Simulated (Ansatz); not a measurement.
# Elastic response of random rock-salt alloy of HfC and HfN (512 atoms): runs compared

How stiff is random rock-salt alloy of HfC and HfN (512 atoms)?

Computed with Ansatz 0.2.0: Kohn-Sham DFT, RPBE, PAW (set soft_2), plane waves.

## 1. The cell as built

The cell holds 512 atoms: 256 Hf, 160 C and 96 N. Cell: a = 18.388 Å, b = 18.388 Å, c = 18.388 Å, α = 90.0°, β = 90.0°, γ = 90.0°. It derives from HfC (rock-salt) and HfN, repeated 4×4×4. Rock-salt HfC, 4 x 4 x 4 conventional cells, 96 of 256 C sites given to N at random (x = 0.375), lattice by Vegard's rule (a = 4.597 Å); not relaxed, displaced by a Gaussian of 0.02 Å.

Limits known from the start: Only the Γ point is sampled. Spin–orbit coupling is left out, which matters for the levels of the heavy elements.

## 2. The reference run

The reference is a single point at the end of the relaxation.

Every strained cell starts from the geometry of this run, and its atoms are relaxed with the cell held.

Its input, with most atom lines left out:

```yaml
crystal:
  lattice:
    - [18.57434, 0.00102, 0.00063]
    - [0.00102, 18.57912, -0.00079]
    - [0.00063, -0.00079, 18.58241]
  atoms:
    - { symbol: Hf, position: [0.00186, 0.00175, 5.0e-05] }
    - { symbol: C, position: [0.12372, 0.0009, 0.00103] }
    - { symbol: Hf, position: [0.99798, 0.12617, 0.1234] }
    - { symbol: "N", position: [0.12393, 0.12451, 0.12562] }
    - { symbol: Hf, position: [0.12513, 0.99849, 0.12299] }
    - { symbol: "N", position: [0.00079, 0.99982, 0.12486] }
    - { symbol: Hf, position: [0.12517, 0.12418, 0.00072] }
    [... atom lines 8 to 512 left out ...]
kpoints:
  mp_grid: { grid: [1, 1, 1] }
hamiltonian:
  xc: rpbe
scf:
  occupations: { method: fermi_dirac, width: 0.05 }
output:
  forces: true
  stress: true
  populations: intrinsic
  dos:
    method: { smearing: { sigma: 0.08 } }
    de: 0.1
    projected: { site_lists: { C: [C], Hf: [Hf], "N": ["N"] } }
  eigenvalues: true
  write_density: true
  write_potential: true
  volumetric_format: npy
  elf: true
```

* free energy per atom: -8019.1968 eV/atom
* r.m.s. force component: 0.00302 eV/Å
* pressure: -0.006701 GPa

22 levels are partly filled, by over 2 % (at Γ alone): at this level the cell shows no clear gap.

## 3. The runs

Each row is one run, on 1 × NVIDIA GB200 with 32 threads of Arm Neoverse V2, shared host. The free energy is the program's total, comparable only between runs with the same functional, potentials and atoms.

```tsv
run	atoms	outcome	ionic steps, all passes	free energy (eV)	time	host memory (GiB)	planned on the GPU (GiB)
Single point at the start	512	converged	-	-4105816.397	13 s	2.2	52
Cell and atoms relaxed	512	converged	11	-4105828.751	2.8 min	2.4	-
Single point at the relaxed geometry	512	converged	-	-4105828.751	32 s	7.5	56
Volume -3 %	512	converged	3	-4105824.369	66 s	5.0	-
Volume +3 %	512	converged	3	-4105824.774	43 s	4.8	-
Volume -6 %	512	converged	5	-4105810.236	66 s	4.5	-
Volume +6 %	512	converged	4	-4105813.689	56 s	4.7	-
Volume -10 %	512	converged	5	-4105773.372	61 s	4.5	-
Stretched by 1 % along x	512	converged	3	-4105827.877	44 s	4.6	-
Compressed by 1 % along x	512	converged	3	-4105827.801	55 s	4.5	-
Sheared by 2 % in xy	512	converged	3	-4105827.334	67 s	4.6	-
```

In some runs the program notes that the band table was not solved further than the SCF left it and the SCF threshold is loose for the stress.

## 4. Pressure against volume

Atoms are relaxed at each volume, in the scaled cell.

```tsv
volume change (%)	volume (Å³/atom)	energy change (meV/atom)	pressure (GPa)	largest move on relaxing (Å)	bonds
-10	11.272	108.16	30.29	0.02	1536
-6	11.773	36.16	16.26	0.01	1536
-3	12.149	8.56	7.51	0.01	1536
+0	12.525	0.00	-0.01	-	1536
+3	12.901	7.77	-6.46	0.01	1536
+6	13.276	29.42	-11.92	0.02	1536
```

## 5. Uniaxial strain and shear

Stress (GPa, compression positive) less that of the relaxed cell, atoms relaxed:

```tsv
strain	xx	yy	zz	xy	energy change (meV/atom)
stretched by 1 % along x	-4.328	-1.153	-1.167	0.002	1.71
compressed by 1 % along x	4.892	1.194	1.210	-0.006	1.86
sheared by 2 % in xy	0.068	0.066	-0.047	-3.550	2.77
```

## 6. Findings

The bulk modulus, from the slope of pressure against ln V over the three points nearest the relaxed volume, is 233 GPa; a quadratic over all points gives a pressure derivative of about 4.4. In the Cartesian axes of the cell, finite differences give C11 = 461, C12 = 117, C13 = 119 and C66 = 177 GPa (the shear of 2 % is the engineering strain, εxy = 0.01). The mean of C11, C12 and C13, which equals the bulk modulus in a cubic or isotropic solid, is 232 GPa: it agrees with the bulk modulus within 10 %.

**Limits.** Strains are finite and relaxations stop at the force tolerance of the input, which can leave moduli too stiff; they are those of a static cell at zero temperature. Volumes are changed with the cell's shape held, so in an anisotropic solid the modulus lies over the one under free hydrostatic load. The program notes that the SCF threshold of the relaxations is loose for the stress. The host structure and its lattice constant were typed by rule, without a check against the phase diagram.

The DFT runs together took 11 min of wall time.

[Logs are printed without paths, hosts, clocks, repeated set-up lines and the standing remarks that a program may print on its own settings, such as how far it seeks lower states.]

[Hosts, paths, dates, database ids (printed as entryN), source tags and the programs' standing remarks are cut or masked in the printed files.]
